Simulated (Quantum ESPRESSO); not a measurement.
Consider Ti6O (P-31m).

```xyz
7
Lattice="5.1300 0.0000 0.0000 -2.5650 4.4427 0.0000 0.0000 0.0000 4.7400" Properties=species:S:1:pos:R:3 pbc="T T T"
Ti    0.8541    1.4794    3.5550
Ti    3.4217    0.0000    3.5550
Ti   -1.7109    2.9633    3.5550
Ti    1.7109    2.9633    1.1850
Ti   -0.8541    1.4794    1.1850
Ti    1.7083    0.0000    1.1850
O     0.0000    0.0000    0.0000
```

Absorber: atom 7, with 6 Ti at 2.08 Å (octahedral, site symmetry -3m). Method: Quantum ESPRESSO XSpectra, LDA, excited-electron core hole (neutral cell), 14-atom cell with 5.1 Å between holes, 7×7×3 k points, dipole transitions, Lorentzian half width 0.3 eV up to 4 eV, rising linearly to 2.5 eV at 25 eV.

**Question.** Predict the near-edge structure at the O K edge.

Main maxima up to 24 eV above the zero (height): 1.9 eV (2.80), 3.1 eV (2.13) and 10.4 eV (1.01). A K edge sees empty p states; the first features are O p mixed into the empty d states of the Ti neighbours, and the broad ones above probably into the cations' higher empty bands. The total-energy difference is 535.92 eV. One term is added: -8.83 eV, since the hole is spin-paired here and a spin-polarised one costs that much less in the free atom (computed apart). The photon energy is then 527.09 eV. The functional leaves an error in such absolute values: in the free atom LDA prices this hole 4.1 eV below PBE (computed apart), and PBE is itself good to a few eV.

The O K spectrum (energy from the energy zero of the input (xe0, at the border of filled and empty states); intensity scaled to a mean of 1 over the first 20 eV; the points at xe0, where the cut of filled states can leave a spike, are interpolated; polarised curves are means over the symmetry-equivalent atoms):

```
E (eV)  isotropic  ε ⊥ c  ε ∥ c
  -2.0       0.06   0.07   0.06
  -1.4       0.09   0.09   0.09
  -0.8       0.14   0.15   0.13
  -0.2       0.31   0.32   0.27
   0.4       0.79   0.85   0.66
   1.0       1.81   1.92   1.60
   1.6       2.73   2.92   2.34
   2.2       2.54   2.35   2.94
   2.8       1.99   1.75   2.46
   3.4       1.91   1.82   2.08
   4.0       1.29   1.35   1.16
   4.6       1.08   1.11   1.03
   5.2       0.87   0.88   0.84
   5.8       0.75   0.77   0.71
   6.4       0.65   0.69   0.57
   7.0       0.55   0.59   0.48
   7.6       0.51   0.53   0.47
   8.2       0.56   0.55   0.57
   8.8       0.71   0.69   0.75
   9.4       0.86   0.82   0.95
  10.0       0.98   0.90   1.15
  10.6       1.00   0.89   1.21
  11.2       0.90   0.83   1.05
  11.8       0.80   0.79   0.83
  12.4       0.77   0.81   0.70
  13.0       0.77   0.83   0.64
  13.6       0.77   0.84   0.61
  14.2       0.78   0.86   0.61
  14.8       0.79   0.87   0.62
  15.4       0.79   0.85   0.66
  16.0       0.78   0.82   0.71
  16.6       0.77   0.78   0.75
  17.2       0.76   0.76   0.77
  17.8       0.75   0.74   0.77
  18.4       0.73   0.72   0.77
  19.0       0.72   0.69   0.78
  19.6       0.70   0.66   0.79
  20.2       0.70   0.65   0.82
  20.8       0.71   0.65   0.84
  21.4       0.73   0.67   0.84
  22.0       0.74   0.70   0.83
  22.6       0.75   0.73   0.80
  23.2       0.76   0.75   0.76
  23.8       0.75   0.76   0.73
  24.4       0.74   0.77   0.70
  25.0       0.73   0.76   0.68
  25.6       0.72   0.75   0.65
  26.2       0.70   0.74   0.63
  26.8       0.69   0.72   0.62
  27.4       0.67   0.70   0.61
  28.0       0.66   0.69   0.60
  28.6       0.66   0.68   0.61
  29.2       0.65   0.67   0.62
  29.8       0.65   0.67   0.63
  30.4       0.65   0.66   0.64
  31.0       0.66   0.66   0.65
  31.6       0.66   0.65   0.67
```

The unit cell's mesh shows no gap over 0.35 eV. That is right for a metallic compound; for a small-gap or correlated insulator it would be the fault of the functional or of the assumed magnetic order, and the hole would be screened too well. The holes are only 5.1 Å apart, so the shape is probably not converged with cell size; no larger cell was run here. The structure is a published determination, not relaxed.

[Banner, clock and machine lines of the logs are left out without a mark of their own.]

[Logs are printed without paths, hosts, clocks, repeated set-up lines and the standing remarks that a program may print on its own settings, such as how far it seeks lower states.]

[Hosts, paths, dates, database ids (printed as entryN), source tags and the programs' standing remarks are cut or masked in the printed files.]

[Lists of maxima count a maximum above −3 eV only where it reaches 4 % of the highest in the window and stands out from its surroundings by 2 % of it (1.5 % where it reaches 55 %); shoulders and weaker maxima are passed over, and of the rest the first, up to two pre-edge ones and the few strongest are named.]
